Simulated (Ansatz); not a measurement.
# Optical response of Nb, part 2 of 2

Aim: the dielectric function of Nb, and the optical constants that follow from it. The cell comes from an older database entry, whose edges can differ from later determinations, mostly by under a per cent.

Ansatz 0.2.0; DFT, PBE, plane-wave PAW, default files, scalar-relativistic, independent-particle optical response without local fields.

So far. Step 2 (Ground state and bands): There are states at the Fermi level within the smearing, so the occupations stay smeared and the carriers get a Drude term. The cell is left with a pressure of -2.9 GPa, as it stands unrelaxed at this level.

The database entry behind the starting cell differs from later determinations by our own check (about 0.8 % long, hydrogen-cycled sample), so it need not match the best structure at ambient conditions.

## 3. Spectrum

With the density converged, the vertical transitions are summed over the zone.

This step: DFT, PBE, plane-wave PAW, default files, scalar-relativistic, independent-particle optical response without local fields (Ansatz 0.2.0).

Contents of input.yaml:

```yaml
crystal:
  lattice:
    - [-1.66395, 1.66395, 1.66395]
    - [1.66395, -1.66395, 1.66395]
    - [1.66395, 1.66395, -1.66395]
  atoms:
    - { symbol: Nb, position: [0.0, 0.0, 0.0] }
kpoints:
  mp_grid: { grid: [12, 12, 12] }
scf:
  occupations: { method: fermi_dirac, width: 0.05 }
hamiltonian:
  xc: pbe
  pseudopotentials: { kind: paw }
output:
  optics:
    e_range: [0, 20]
    de: 0.05
    sigma: 0.1
    drude_damping: 0.1
    nscf_kmesh: { grid: [14, 14, 14] }
    bands: { spectra_wanted_up_to: 20 }
```

Launch:

```sh
$ ansatz run input.yaml --threads 4 --pin off --max-ram 8192MiB --backend cpu --events-out ev --progress --plain --runs-dir out
```

Numbers of over 12 decimals in the logs are rounded to 6 here.

The program printed:

```text
[...]
Crystal: 1 atoms, lattice volume = 18.428 Å³
Basis set: ecut = 420 eV, 369 PW (Γ)
Bands: 11, of which v1, the nominal top of the filled ones, is band 7 counted from 1 (6 counted from 0)
Symmetry: 48 space group operations
[...]
k-points: 72 of 1728
[...]
SCF iter   1: F=—  HF=-4552.297745 eV  |F-HF|=—  |Δ(HF+E_count)|=         —  Δρ=3.18e-3  dr2=1.50e-3  ethr=1.77e-3  ⟨swp⟩=5.1  Hψ=4632  notcnv=0
[...]
SCF iter   6: F=-4552.297484 eV  HF=-4552.297484 eV  |F-HF|=3.64e-12  |Δ(HF+E_count)|=  2.64e-11  Δρ=3.71e-7  dr2=5.32e-12  ethr=1.00e-12  ⟨swp⟩=3.3  Hψ=1840  notcnv=0
SCF 1 converged in 6 iterations: F = -4552.297484 eV  dr2 = 5.32e-12
[...]
NSCF: frozen V_eff on 104 k-points
output.optics: what the bands over the 20 summed would add to eps1, eps2 and the energy-loss function is held between a lower and an upper bound (6 Lanczos steps). eps1, eps2 and their loss function (loss_summed_bands) are given on every row as the summed bands alone make them. Along an axis, on a row where the two bounds hold the loss function to about 1 % of the greater of itself and 0.5 % of |1/eps|, its cell (loss_completed) is given, with the completed eps1 and eps2 that it is formed of (a cell that is left empty reads nan in the table and null in the record). The two bounds hold it so along every axis on all 400 rows up to 20.000 eV. [rest of the remark cut]
SCF converged after 6 iterations
Free energy (F): -4552.297484 eV
[...]
Internal energy: -4552.288090 eV  (E = F + TS)
E sigma→0 (E₀):  -4552.292787 eV
Entropy (-TS):   -0.009394 eV (-9.394 meV/atom)
Fermi energy:    17.287157 eV
[...]
--- Band table (eV; the first three rows and the last of 72) ---
  k-point 0: bands = [... 3 lower, -12.4144, 11.4434, 17.6819, 17.6819, 17.6819, 20.5158, 20.5158, 31.3849]
  k-point 1: bands = [... 3 lower, -12.4151, 11.7199, 17.5141, 17.6374, 17.9477, 20.2736, 20.5181, 31.6010]
  k-point 2: bands = [... 3 lower, -12.4170, 12.4634, 17.0913, 17.4285, 18.7222, 19.9528, 20.5516, 31.9342]
  k-point 71: bands = [... 3 lower, -13.2826, 13.7173, 13.7173, 22.7612, 22.7612, 22.7612, 26.1879, 26.1879]
```

Elapsed: 5.5 s, on 4 threads of Arm Neoverse V1, shared host; peak memory 0.81 GiB.

Read-outs, printed or worked out from the files:

- main peak of the optical conductivity above 1 eV, first axis: 4.302 eV
- Drude plasma energy, first axis: 8.889 eV
- bands summed: 20
- spectra valid up to: 30.72 eV
- program's estimate of the k-sum error in Im epsilon: 0.21 %
- electrons in the f-sum: 10.89

The Im ε, any direction has structure finer than the step of the table below, so its rows give means over 0.5 eV, whole bins alone (the curve runs from 0.3 to 20 eV). Peaks (eV: height): 2.40: 26.0, 4.30: 33.0.

Table of Im ε, any direction by photon energy; means over each step:

```
photon energy (eV)  Im ε, any direction
               1.0                 19.2
               1.5                 19.5
               2.0                 22.2
               2.5                 23.9
               3.0                 17.7
               3.5                 16.2
               4.0                 21.7
               4.5                 24.9
               5.0                 11.5
               5.5                 7.48
               6.0                 4.48
               6.5                 3.28
               7.0                 3.12
               7.5                 3.84
               8.0                 1.83
               8.5                 1.20
               9.0                0.931
               9.5                0.867
              10.0                 2.01
              10.5                 2.11
              11.0                 2.17
              11.5                 2.39
              12.0                 2.12
              12.5                 1.94
              13.0                 2.07
              13.5                 2.54
              14.0                 2.99
              14.5                 2.69
              15.0                 2.52
              15.5                 1.87
              16.0                 1.87
              16.5                0.805
              17.0                0.615
              17.5                0.504
              18.0                0.470
              18.5                0.621
              19.0                0.688
              19.5                0.539
```

The Re ε, any direction by photon energy:

```csv
photon energy (eV),"Re ε, any direction"
0.5,-279
1.0,-49.6
1.5,-11.3
2.0,-0.691
2.5,-3.97
3.0,-3.62
3.5,0.800
4.0,5.02
4.5,-14.5
5.0,-13.6
5.5,-10.2
6.0,-8.05
6.5,-6.16
7.0,-3.16
7.5,-5.35
8.0,-3.94
8.5,-2.75
9.0,-1.70
9.5,-0.697
10.0,0.916
10.5,-0.0911
11.0,-0.0794
11.5,-0.243
12.0,-0.318
12.5,-0.103
13.0,0.361
13.5,0.314
14.0,-0.0154
14.5,-0.780
15.0,-0.918
15.5,-1.37
16.0,-1.38
16.5,-1.38
17.0,-0.849
17.5,-0.563
18.0,-0.269
18.5,-0.0345
19.0,-0.182
19.5,-0.0895
20.0,-0.0240
```

The reflectivity at normal incidence, any direction has structure finer than the step of the table below, so its rows give means over 0.5 eV, whole bins alone (the curve runs from 0.3 to 20 eV). Peaks (eV: height): 5.85: 76.2, 8.10: 71.7, 10.25: 29.1, 15.50: 41.6, 16.45: 62.9.

Table of reflectivity at normal incidence, any direction by photon energy; means over each step:

photon energy (eV), reflectivity at normal incidence, any direction (%) and a bar from the least value:
```
      1.0       89.8 ##############################
      1.5       67.1 #####################
      2.0       56.3 ################
      2.5       59.0 #################
      3.0       55.7 ################
      3.5       49.9 ##############
      4.0       51.9 ##############
      4.5       69.0 #####################
      5.0       73.3 #######################
      5.5       72.6 #######################
      6.0       74.4 ########################
      6.5       72.2 #######################
      7.0       58.3 #################
      7.5       63.6 ###################
      8.0       71.4 ######################
      8.5       69.9 ######################
      9.0       61.6 ##################
      9.5       38.2 #########
     10.0       17.2 
     10.5       23.2 ###
     11.0       21.9 ##
     11.5       23.8 ###
     12.0       24.3 ###
     12.5       20.9 ##
     13.0       17.1 
     13.5       19.6 #
     14.0       24.9 ###
     14.5       30.7 ######
     15.0       33.5 #######
     15.5       40.2 ##########
     16.0       41.8 ##########
     16.5       60.2 ##################
     17.0       52.9 ###############
     17.5       47.6 #############
     18.0       35.2 #######
     18.5       21.2 ##
     19.0       24.2 ###
     19.5       24.9 ###
```

The loss function −Im 1/ε at q → 0, any direction has structure finer than the step of the table below, so its rows give means over 1 eV, whole bins alone (the curve runs from 0.3 to 20 eV). Peaks (eV: height): 9.8: 1.12, 18.2: 1.88, 19.9: 2.06.

Table of loss function −Im 1/ε at q → 0, any direction by energy loss; means over each step:

```
energy loss (eV)  loss function −Im 1/ε at q → 0, any direction
               1                                         0.0119
               2                                         0.0433
               3                                         0.0538
               4                                         0.0456
               5                                         0.0373
               6                                         0.0535
               7                                          0.114
               8                                          0.100
               9                                          0.299
              10                                          0.620
              11                                          0.446
              12                                          0.461
              13                                          0.469
              14                                          0.343
              15                                          0.342
              16                                          0.337
              17                                          0.568
              18                                           1.49
              19                                           1.48
```

Table of refractive index n and extinction k by photon energy:

```
photon energy (eV)      n      k
               0.5   1.95   16.8
               1.0   1.26   7.16
               1.5   2.36   4.11
               2.0   3.28   3.38
               2.5   3.27   3.83
               3.0   2.67   3.28
               3.5   2.93   2.79
               4.0   3.59   2.81
               4.5   2.66   4.65
               5.0   1.42   3.95
               5.5   1.15   3.39
               6.0  0.718   2.93
               6.5  0.635   2.56
               7.0  0.682   1.91
               7.5  0.752   2.43
               8.0  0.441   2.03
               8.5  0.350   1.69
               9.0  0.342   1.35
               9.5  0.453  0.950
              10.0   1.30  0.873
              10.5   1.00   1.05
              11.0  0.991   1.03
              11.5   1.05   1.16
              12.0  0.954   1.11
              12.5  0.956   1.01
              13.0   1.10  0.916
              13.5   1.20   1.06
              14.0   1.24   1.25
              14.5  0.996   1.33
              15.0  0.959   1.36
              15.5  0.678   1.35
              16.0  0.807   1.43
              16.5  0.295   1.21
              17.0  0.320  0.976
              17.5  0.308  0.811
              18.0  0.364  0.634
              18.5  0.550  0.580
              19.0  0.532  0.682
              19.5  0.480  0.566
              20.0  0.507  0.530
```

At chosen wavelengths:

| wavelength (nm) | n | k | R (%) | 1/α |
| --- | --- | --- | --- | --- |
| 1550 | 1.12 | 9.751 | 95.5 | 13 nm |
| 800 | 2.46 | 3.950 | 64.3 | 16 nm |
| 633 | 3.23 | 3.392 | 56.1 | 15 nm |
| 532 | 3.54 | 3.558 | 57.4 | 12 nm |
| 365 | 2.81 | 2.800 | 49.7 | 10 nm |
| 308 | 3.66 | 2.867 | 51.1 | 8.5 nm |
| 248 | 1.42 | 3.947 | 73.5 | 5.0 nm |

A polished face would reflect 57 % of daylight and look light grey (CIE x = 0.308, y = 0.326 under D65).

## 4. Outcome

* gap on the path: 0 eV
* main peak of the optical conductivity above 1 eV, first axis: 4.30 eV
* Drude plasma energy, first axis: 8.89 eV

At this level (PBE, independent particles) Nb is a metal with a Drude plasma energy of 8.9 eV; it reflects 56 % at 550 nm. Along x the bare Drude plasma energy is 8.9 eV; Re ε first rises through zero at 2.10 eV, far lower, because interband transitions screen the carriers. Im ε is 23 there, so the loss peak at that energy is weak. A polished face would reflect 57 % of daylight and look light grey (CIE x = 0.308, y = 0.326 under D65). In the base run ε includes the program's bounded estimate of what the bands above those summed add. The carriers' damping of 0.1 eV is typed, not computed; at 0.8 eV the carriers give 69 % of Im ε along the first axis; the rest comes from the sum over bands, which at low energy also holds close bands and the noise of the mesh. The Fermi-Dirac width of 0.05 eV acts as an electron temperature of 580 K in the carriers' term.

[Logs are printed without paths, hosts, clocks, repeated set-up lines and the standing remarks that a program may print on its own settings, such as how far it seeks lower states.]

[Hosts, paths, dates, database ids (printed as entryN), source tags and the programs' standing remarks are cut or masked in the printed files.]
